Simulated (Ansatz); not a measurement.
# Cs on Ag(100): change of the work function, part 2 of 2

How does one ordered layer of Cs (hollow site) change the work function of Ag(100), and what dipole does each adsorbate carry?

Ansatz 0.2.0; plane-wave DFT, PBE, Ansatz PAW.

So far, work function, upper face (eV): step 2 (the clean slab) 4.24.

**3. The covered slab**

System of this step: Cs/Ag(100). The cell holds 17 atoms: 16 Ag and 1 Cs. Cell: a = 5.784 Å, b = 5.784 Å, c = 27.673 Å, α = 90.0°, β = 90.0°, γ = 90.0°. Vacuum lies along c.

The clean slab as it ended is repeated in the plane and the adsorbate is set on one face; the cell's size fixes the coverage, and the k-mesh shrinks with it to keep the sampling density about even. Adsorbate and upper layers relax, since the dipole depends on the height.

Input file input.yaml:

```yaml
crystal:
  lattice:
    - [5.7841334702, 0.0, 0.0]
    - [0.0, 5.7841334702, 0.0]
    - [0.0, 0.0, 27.6734649664]
  atoms:
    - { symbol: Ag, position: [0.25, 0.25, 0.3252212909] }
    - { symbol: Ag, position: [0.0, 0.0, 0.3991187953] }
    - { symbol: Ag, position: [0.25, 0.25, 0.4752926089] }
    - { symbol: Ag, position: [0.0, 0.0, 0.5502723735] }
    - { symbol: Ag, position: [0.25, 0.75, 0.3252212909] }
    - { symbol: Ag, position: [0.0, 0.5, 0.3991187953] }
    - { symbol: Ag, position: [0.25, 0.75, 0.4752926089] }
    - { symbol: Ag, position: [0.0, 0.5, 0.5502723735] }
    - { symbol: Ag, position: [0.75, 0.25, 0.3252212909] }
    - { symbol: Ag, position: [0.5, 0.0, 0.3991187953] }
    - { symbol: Ag, position: [0.75, 0.25, 0.4752926089] }
    - { symbol: Ag, position: [0.5, 0.0, 0.5502723735] }
    - { symbol: Ag, position: [0.75, 0.75, 0.3252212909] }
    - { symbol: Ag, position: [0.5, 0.5, 0.3991187953] }
    - { symbol: Ag, position: [0.75, 0.75, 0.4752926089] }
    - { symbol: Ag, position: [0.5, 0.5, 0.5502723735] }
    - { symbol: Cs, position: [0.25, 0.25, 0.6747787091] }
kpoints:
  mp_grid: { grid: [6, 6, 1] }
hamiltonian:
  xc: pbe
scf:
  occupations: { method: fermi_dirac, width: 0.1 }
  convergence: { dr2_threshold: 1.0e-08 }
efield:
  axis: 3
  dipole_correction: true
  ramp_position: 0.97
  ramp_width: 0.06
relax:
  f_tol: 0.02
  max_steps: 60
  constraints: [{ sites: [0, 1, 4, 5, 8, 9, 12, 13] }]
output:
  dos: { projected: true, e_range: [-8, 4] }
  write_potential: true
  write_density: true
  volumetric_format: npy
  elf: true
```

Command:

```bash
$ ansatz run input.yaml --threads 4 --pin off --max-ram 6144MiB --backend cpu --events-out ev --progress --plain --runs-dir out
```

The program printed:

```text
[...]
Crystal: 17 atoms, lattice volume = 925.849 Å³
Basis set: ecut = 420 eV, 18113 PW (Γ), exchange–correlation on 80×80×384 points (8 copies of the dense FFT grid, shifted against one another)
Bands: 188, of which v1, the nominal top of the filled ones, is band 157 counted from 1 (156 counted from 0)
Symmetry: 8 space group operations
[...]
k-points: 10 of 36
[...]
SCF iter   1: F=—  HF=-127116.908149 eV  |F-HF|=—  |Δ(HF+E_count)|=         —  Δρ=1.08e-3  dr2=2.08e-1  ethr=1.77e-3  p=0.436 e·Å  D=8.51e-2 V/Å  ΔV_dip=-2.36 eV  dr2_dipole=7.94e-2  V_vac-E_F(+/−)=1.81/4.17 eV  ⟨swp⟩=7.7  Hψ=7859  notcnv=0  defer=39
[...]
SCF iter  11: F=-127116.914726 eV  HF=-127116.914726 eV  |F-HF|=3.64e-10  |Δ(HF+E_count)|=  4.51e-10  Δρ=3.14e-7  dr2=2.08e-9  ethr=3.19e-12  p=0.442 e·Å  D=8.65e-2 V/Å  ΔV_dip=-2.39 eV  dr2_dipole=4.78e-12  V_vac-E_F(+/−)=1.83/4.23 eV  ⟨swp⟩=8.1  Hψ=10642  notcnv=0
SCF 1 converged in 11 iterations: F = -127116.914726 eV  dr2 = 2.08e-9
[...]
relax step   1: F+E_penalty+E_count = -127116.91472619 eV  Δ(F+E_penalty+E_count) = +0.000e0 eV  max|allowed force component| = 3.634e-1 eV/Å  Δτ_max = 0.0000 Å  (11 SCF iters, accepted)
[...]
SCF iter   9: F=-127116.939742 eV  HF=-127116.939742 eV  |F-HF|=1.14e-9  |Δ(HF+E_count)|=   1.37e-8  Δρ=6.19e-7  dr2=6.48e-9  ethr=3.19e-12  p=0.449 e·Å  D=8.77e-2 V/Å  ΔV_dip=-2.43 eV  dr2_dipole=2.71e-11  V_vac-E_F(+/−)=1.80/4.23 eV  ⟨swp⟩=13.6  Hψ=12296  notcnv=0
SCF 2 converged in 9 iterations: F = -127116.939742 eV  dr2 = 6.48e-9
relax step   2: F+E_penalty+E_count = -127116.93974152 eV  Δ(F+E_penalty+E_count) = -2.502e-2 eV  max|allowed force component| = 3.341e-1 eV/Å  Δτ_max = 0.0393 Å  (9 SCF iters, accepted)
SCF iter   1: F=—  HF=-127116.995116 eV  |F-HF|=—  |Δ(HF+E_count)|=         —  Δρ=7.85e-4  dr2=1.27e-2  ethr=9.20e-5  p=0.449 e·Å  D=8.77e-2 V/Å  ΔV_dip=-2.43 eV  dr2_dipole=6.09e-5  V_vac-E_F(+/−)=1.81/4.23 eV  ⟨swp⟩=6.5  Hψ=4327  notcnv=0  defer=104
[...]
SCF iter   9: F=-127116.993570 eV  HF=-127116.993570 eV  |F-HF|=4.19e-9  |Δ(HF+E_count)|=   1.67e-8  Δρ=5.07e-7  dr2=5.96e-9  ethr=3.19e-12  p=0.469 e·Å  D=9.16e-2 V/Å  ΔV_dip=-2.53 eV  dr2_dipole=3.61e-11  V_vac-E_F(+/−)=1.69/4.23 eV  ⟨swp⟩=14.4  Hψ=12339  notcnv=0
SCF 3 converged in 9 iterations: F = -127116.993570 eV  dr2 = 5.96e-9
relax step   3: F+E_penalty+E_count = -127116.99356970 eV  Δ(F+E_penalty+E_count) = -5.383e-2 eV  max|allowed force component| = 1.637e-1 eV/Å  Δτ_max = 0.1958 Å  (9 SCF iters, accepted)
[...]
relax step   4: F+E_penalty+E_count = -127117.00632063 eV  Δ(F+E_penalty+E_count) = -1.275e-2 eV  max|allowed force component| = 5.198e-2 eV/Å  Δτ_max = 0.1942 Å  (10 SCF iters, accepted)
SCF iter   1: F=—  HF=-127117.007460 eV  |F-HF|=—  |Δ(HF+E_count)|=         —  Δρ=1.66e-4  dr2=6.23e-4  ethr=1.30e-6  p=0.482 e·Å  D=9.43e-2 V/Å  ΔV_dip=-2.61 eV  dr2_dipole=4.26e-5  V_vac-E_F(+/−)=1.62/4.23 eV  ⟨swp⟩=4.4  Hψ=3759  notcnv=0  defer=96
[...]
SCF iter   7: F=-127117.007601 eV  HF=-127117.007601 eV  |F-HF|=4.76e-9  |Δ(HF+E_count)|=   2.08e-9  Δρ=7.23e-7  dr2=5.56e-9  ethr=3.19e-12  p=0.479 e·Å  D=9.37e-2 V/Å  ΔV_dip=-2.59 eV  dr2_dipole=1.42e-10  V_vac-E_F(+/−)=1.63/4.23 eV  ⟨swp⟩=11.1  Hψ=13658  notcnv=0
SCF 5 converged in 7 iterations: F = -127117.007601 eV  dr2 = 5.56e-9
relax step   5: F+E_penalty+E_count = -127117.00760123 eV  Δ(F+E_penalty+E_count) = -1.281e-3 eV  max|allowed force component| = 7.205e-3 eV/Å  Δτ_max = 0.0345 Å  (7 SCF iters, accepted)
NSCF: frozen V_eff on 10 k-points
[...]
SCF converged after 7 iterations
Free energy (F): -127117.007601 eV
[...]
Internal energy: -127116.805711 eV  (E = F + TS)
E sigma→0 (E₀):  -127116.906656 eV
Entropy (-TS):   -0.201891 eV (-11.876 meV/atom)
Fermi energy:    3.651844 eV
Dipole field:    D = 0.093665 V/Å  (p = 0.479241 e·Å, saw-weighted, corrected)
Work function:   Φ+ = 1.6351 eV   Φ− = 4.2271 eV
[...]
--- Forces (eV/Å), atoms counted from 1 ---
  atom   1  Ag     0.00000000     0.00000000    -0.08930681
  atom   2  Ag     0.01319215     0.01319215     0.09109997
  atom   3  Ag     0.00000000     0.00000000     0.00467110
  atom   4  Ag     0.00136139     0.00136139    -0.00086814
  atom   5  Ag     0.00000000     0.00000000    -0.08888986
  atom   6  Ag     0.01319215    -0.01319215     0.09109997
  atom   7  Ag     0.00000000     0.00000000     0.00217811
  atom   8  Ag     0.00136139    -0.00136139    -0.00086814
  atom   9  Ag     0.00000000     0.00000000    -0.08888986
  atom  10  Ag    -0.01319215     0.01319215     0.09109997
  atom  11  Ag     0.00000000     0.00000000     0.00217811
  atom  12  Ag    -0.00136139     0.00136139    -0.00086814
  atom  13  Ag    -0.00000000     0.00000000    -0.09479379
  atom  14  Ag    -0.01319215    -0.01319215     0.09109997
  atom  15  Ag     0.00000000     0.00000000    -0.00086343
  atom  16  Ag    -0.00136139    -0.00136139    -0.00086814
  atom  17  Cs    -0.00000000     0.00000000    -0.00720479
  max |Σ_I F_I| component: 6.10e-6 eV/Å
--- Band table (eV; the first three rows and the last of 10) ---
  k-point 0: bands = [... 153 lower, 3.2253, 3.2313, 3.2367, 3.6144, 3.6167, 3.7959, 3.7959, 3.8517, ... 27 higher]
  k-point 1: bands = [... 153 lower, 3.0352, 3.4006, 3.4042, 3.8539, 3.8778, 4.0127, 4.0491, 4.8457, ... 27 higher]
  k-point 2: bands = [... 153 lower, 3.0397, 3.5844, 3.8107, 3.8164, 4.3341, 4.5293, 4.7012, 5.0201, ... 27 higher]
  k-point 9: bands = [... 153 lower, 1.8338, 1.8446, 1.8641, 3.5854, 3.6108, 3.6108, 3.6781, 5.0768, ... 27 higher]
--- Relaxed structure (5 steps of the walk, 5 accepted, 0 SCFs on fresh bases) ---
  F+E_penalty+E_count = -127117.00760123 eV   max|allowed force component| = 7.205e-3 eV/Å
  atoms:
    - { symbol: Ag, position: [0.25, 0.25, 0.325221] }
    - { symbol: Ag, position: [0.0, 0.0, 0.399119] }
    - { symbol: Ag, position: [0.25, 0.25, 0.475721] }
    - { symbol: Ag, position: [-0.00176185, -0.00176185, 0.551202] }
    - { symbol: Ag, position: [0.25, 0.75, 0.325221] }
    - { symbol: Ag, position: [0.0, 0.5, 0.399119] }
    - { symbol: Ag, position: [0.25, 0.75, 0.475477] }
    - { symbol: Ag, position: [-0.00176185, 0.501762, 0.551202] }
    - { symbol: Ag, position: [0.75, 0.25, 0.325221] }
    - { symbol: Ag, position: [0.5, 0.0, 0.399119] }
    - { symbol: Ag, position: [0.75, 0.25, 0.475477] }
    - { symbol: Ag, position: [0.501762, -0.00176185, 0.551202] }
    - { symbol: Ag, position: [0.75, 0.75, 0.325221] }
    - { symbol: Ag, position: [0.5, 0.5, 0.399119] }
    - { symbol: Ag, position: [0.75, 0.75, 0.474889] }
    - { symbol: Ag, position: [0.501762, 0.501762, 0.551202] }
    - { symbol: Cs, position: [0.25, 0.25, 0.660510] }
```

Run time: 67 s. Hardware: 4 threads of AMD EPYC 9R45 (Zen 5), shared host; peak memory 4.2 GiB.

Relaxation path:

```
step  energy less that of the first step (eV)  largest force component (eV/Å)
   1                                   0.0000                          0.3634
   2                                  -0.0250                          0.3341
   3                                  -0.0788                          0.1637
   4                                  -0.0916                          0.0520
   5                                  -0.0929                          0.0072
```

The run keeps the 8 symmetry operations that the program found, so distortions that break them were not tested.

The atoms that moved most (Å):

```
atom      dx      dy      dz  length
Cs17   0.000   0.000  -0.395   0.395
Ag16   0.010   0.010   0.026   0.029
Ag12   0.010  -0.010   0.026   0.029
 Ag8  -0.010   0.010   0.026   0.029
 Ag4  -0.010  -0.010   0.026   0.029
 Ag3   0.000   0.000   0.012   0.012
Ag15   0.000   0.000  -0.011   0.011
Ag11   0.000   0.000   0.005   0.005
```

The relaxed structure:

```cif
data_structure
_symmetry_space_group_name_H-M 'P 1'
_symmetry_Int_Tables_number 1
_cell_length_a 5.7841
_cell_length_b 5.7841
_cell_length_c 27.6735
_cell_angle_alpha 90.000
_cell_angle_beta 90.000
_cell_angle_gamma 90.000
_cell_volume 925.85
loop_
_atom_site_label
_atom_site_type_symbol
_atom_site_fract_x
_atom_site_fract_y
_atom_site_fract_z
_atom_site_occupancy
Ag1 Ag 0.25000 0.25000 0.32522 1
Ag2 Ag 0.00000 0.00000 0.39912 1
Ag3 Ag 0.25000 0.25000 0.47572 1
Ag4 Ag 0.99824 0.99824 0.55120 1
Ag5 Ag 0.25000 0.75000 0.32522 1
Ag6 Ag 0.00000 0.50000 0.39912 1
Ag7 Ag 0.25000 0.75000 0.47548 1
Ag8 Ag 0.99824 0.50176 0.55120 1
Ag9 Ag 0.75000 0.25000 0.32522 1
Ag10 Ag 0.50000 0.00000 0.39912 1
Ag11 Ag 0.75000 0.25000 0.47548 1
Ag12 Ag 0.50176 0.99824 0.55120 1
Ag13 Ag 0.75000 0.75000 0.32522 1
Ag14 Ag 0.50000 0.50000 0.39912 1
Ag15 Ag 0.75000 0.75000 0.47489 1
Ag16 Ag 0.50176 0.50176 0.55120 1
Cs17 Cs 0.25000 0.25000 0.66051 1
```

Numbers from this step:

```yaml
energy_at_zero_smearing: -127116.9067 eV
work_function_upper_face: 1.635 eV
work_function_lower_face: 4.227 eV
dipole_along_the_normal: 0.4792 e·Å
step_between_the_vacuum_levels: -2.592 eV
```

Running mean over 2.045 Å of the planar mean; the ramp of the sawtooth is left out. Electron's electrostatic potential energy less the Fermi level against z:

```csv
z (Å),electron's electrostatic potential energy less the Fermi level (eV)
3.5,4.23
4.0,4.23
4.5,4.23
5.0,4.22
5.5,4.21
6.0,4.18
6.5,4.06
7.0,3.61
7.5,1.95
8.0,-1.26
8.5,-4.32
9.0,-5.67
9.5,-5.93
10.0,-5.99
10.5,-6.01
11.0,-5.98
11.5,-5.77
12.0,-5.58
12.5,-5.65
13.0,-5.88
13.5,-5.84
14.0,-5.66
14.5,-5.65
15.0,-5.74
15.5,-5.26
16.0,-3.27
16.5,-0.596
17.0,0.677
17.5,0.0400
18.0,-1.01
18.5,-1.40
19.0,-0.950
19.5,-0.112
20.0,0.730
20.5,1.22
21.0,1.41
21.5,1.51
22.0,1.57
22.5,1.60
23.0,1.62
23.5,1.62
24.0,1.63
24.5,1.63
```

The density of states has structure finer than the step of the table below, so its rows give means over 0.25 eV. Peaks (eV: height): -5.170: 86.2, -4.720: 77.5, -4.510: 83.0, -4.420: 85.2, -4.330: 83.1, -4.150: 79.0, -3.250: 83.8.

Density of states against energy, zero at the Fermi level; means over each step:

energy (eV), density of states (states/eV a cell) and a bar:
```
    -7.50        0.0 
    -7.25        0.0 
    -7.00        1.2 #
    -6.75        1.4 #
    -6.50        1.7 #
    -6.25        2.4 #
    -6.00       21.1 ##########
    -5.75       43.5 ####################
    -5.50       45.1 #####################
    -5.25       53.7 #########################
    -5.00       39.8 ###################
    -4.75       41.9 ####################
    -4.50       58.4 ###########################
    -4.25       59.7 ############################
    -4.00       56.7 ##########################
    -3.75       50.4 ########################
    -3.50       60.4 ############################
    -3.25       64.2 ##############################
    -3.00       52.6 #########################
    -2.75       12.1 ######
    -2.50        5.2 ##
    -2.25        2.0 #
    -2.00        3.2 #
    -1.75        5.1 ##
    -1.50        4.0 ##
    -1.25        4.0 ##
    -1.00        4.2 ##
    -0.75        4.1 ##
    -0.50        4.3 ##
    -0.25        5.6 ###
     0.00        5.2 ##
     0.25        8.2 ####
     0.50        6.0 ###
     0.75        8.1 ####
     1.00        4.3 ##
     1.25        8.1 ####
     1.50        6.8 ###
     1.75       10.3 #####
```

Projected DOS per atom over height of the atomic layer and energy from the Fermi level. Layers: Ag4 Ag4 Ag4 Ag4 Cs from below.

Ten even steps from '0' (0.00 states/eV) to '9' (4.74 states/eV), each cell a mean:
```
00000
00000
00001
00001
00001
00000
00000
00000
00000
00000
32220
88770
85690
94590
67760
55560
47740
15410
00000
00000
00000
00000
```
Columns: height of the atomic layer (Å) from 9 to 18.3 (not evenly spaced); rows upwards: energy from the Fermi level (eV) from -7.96 to 1.95.

ELF in the ca plane at fractional y = 0.250, with atoms of Ag and Cs within 0.2 Å of it. It is the smooth field of the valence electrons, not physical close to the nuclei.

Ten even steps from '0' (0.00) to '9' (0.88), each cell a mean:
```
22221111222222122112221001222100000010000000
44321111122444211111221000000000000100000000
77531111124676421111111100000000011100000000
88632111125897521111111110000000111100000000
77531111124676421111111100000000011100000000
44321111122443211111221000000000000100000000
22221111222222122112221001232100000010000000
11222111222111122112210136876420000010000000
33221111222232212112210389999741000011000000
65421111123565311111101798789963000011000000
88631111125787421111103894039974100011000000
88631111125787421111103894039974100011000000
65421111123565311111101798789963000011000000
33221111222232212112210389999741000011000000
11222111222111222112210136886410000010000000
```
Columns run along c (16.0 Å, from fractional 0.32 to 0.89 of the cell), rows up along a (5.8 Å). Atoms in or near the plane, at fractional coordinates: Ag at (0.33, 0.25), Ag at (0.48, 0.25), Ag at (0.33, 0.75), Ag at (0.48, 0.75), Cs at (0.66, 0.25).

Valence density in the ca plane at fractional y = 0.250, with atoms of Ag and Cs within 0.2 Å of it. It is the smooth field of the valence electrons, not physical close to the nuclei.

Values in e/Å³, 8 rows by 16 columns, each cell a mean:
```
 1  0  0  0  1  0  0  0  0  0  0  0  0  0  0  0
11  1  0  1 11  1  0  0  0  0  0  0  0  0  0  0
 7  0  0  1  8  1  0  0  0  0  0  0  0  0  0  0
 0  0  0  0  0  0  0  0  0  0  0  0  0  0  0  0
 1  0  0  0  1  0  0  0  0  1  0  0  0  0  0  0
11  1  0  1 11  1  0  0  0  1  1  0  0  0  0  0
 7  0  0  1  8  1  0  0  0  1  1  0  0  0  0  0
 0  0  0  0  0  0  0  0  0  0  0  0  0  0  0  0
```
Columns run along c (16.0 Å, from fractional 0.32 to 0.89 of the cell), rows up along a (5.8 Å). Atoms in or near the plane, at fractional coordinates: Ag at (0.33, 0.25), Ag at (0.48, 0.25), Ag at (0.33, 0.75), Ag at (0.48, 0.75), Cs at (0.66, 0.25).

Electrostatic potential energy in the ca plane at fractional y = 0.250, with atoms of Ag and Cs within 0.2 Å of it. With pseudopotentials it is smooth inside the atoms' cores, unlike the true potential.

Ten even steps from '0' (-33 eV) to '9' (7 eV), each cell a mean:
```
88899999999888999999999999999999999999999999
33689999997434799999999999999999999999999999
00269999983001489999999999999999999999999999
00159999972000379999999999999999999999999999
00269999984001489999999999999999999999999999
34689999997435799999999999999999999999999999
88899999999888999999999999999999999999999999
88999999999989999999999988778899999999999999
66799999998667899999999864446889999999999999
11479999985212589999998732223689999999999999
00169999973000389999998523332589999999999999
00169999973000389999998523332589999999999999
11479999985212589999998732223689999999999999
66799999998667899999999864446889999999999999
89999999999999999999999988788899999999999999
```
Columns run along c (16.0 Å, from fractional 0.32 to 0.89 of the cell; values clipped at the 3rd and 97th percentile), rows up along a (5.8 Å). Atoms in or near the plane, at fractional coordinates: Ag at (0.33, 0.25), Ag at (0.48, 0.25), Ag at (0.33, 0.75), Ag at (0.48, 0.75), Cs at (0.66, 0.25).

The relaxation took 5 steps and lowered the energy by 0.093 eV; the largest force on the free atoms ends at 0.0072 eV/Å.

By hand: a sheet of dipoles makes a step −p/(ε₀A) in the electron's potential. With e/ε₀ = 180.95 V·Å, p = 0.4792 e·Å and A = 33.46 Å², that is −180.95 × (0.4792) / 33.46 = -2.592 eV, and the two vacuum levels of the run differ by -2.592 eV.

The covered face has 1.64 eV, -2.61 eV against the clean one; the bare back face has moved by -0.01 eV, a measure of how thin the slab is.

**4. Work function against coverage**

This step: plane-wave DFT, PBE, Ansatz PAW; work function against coverage (Ansatz 0.2.0).

The runs are now put side by side.

Numbers from this step:

```yaml
work_function_of_the_clean_face: 4.243 eV
largest_change_of_the_work_function: -2.608 eV
```

Work function of the covered face against coverage:

```csv
coverage (adsorbates/nm²),work function of the covered face (eV)
0.00,4.24
2.99,1.64
```

The dipole per adsorbate comes from the change of the cell's dipole. Coverage, by row:

```
coverage (1/nm²)  coverage (ML)  work function (eV)  change (eV)  dipole per adsorbate, positive end outwards (debye)  mean height of the added atoms over the highest substrate atom (Å)
           2.989           0.25               1.635       -2.608                                                 2.31                                                               3.025
```

**5. What came out**

```
work function of the clean face                        : 4.24 eV
work function at 0.25 ML                               : 1.64 eV
dipole per adsorbate at 0.25 ML, positive end outwards : 2.31 D
```

What this shows: Cs lowers the work function of Ag(100) at the lowest coverage, by 2.61 eV: the adsorbate layer has its positive end outwards. One coverage alone was completed, so no trend follows. The slab has 4 layers, at the tabulated experimental lattice constant, one starting site was run, and quantum-size effects of a slab this thin can reach one or two tenths of an eV.

[Long decimals in the printed logs are rounded to 6 places.]

[Logs are printed without paths, hosts, clocks, repeated set-up lines and the standing remarks that a program may print on its own settings, such as how far it seeks lower states.]

[Hosts, paths, dates, database ids (printed as entryN), source tags and the programs' standing remarks are cut or masked in the printed files.]

[Maps of the electrostatic potential energy from Ansatz leave out the sawtooth potential of an applied field or a dipole correction, so their vacuum need not be flat; planar profiles and work functions include it.]
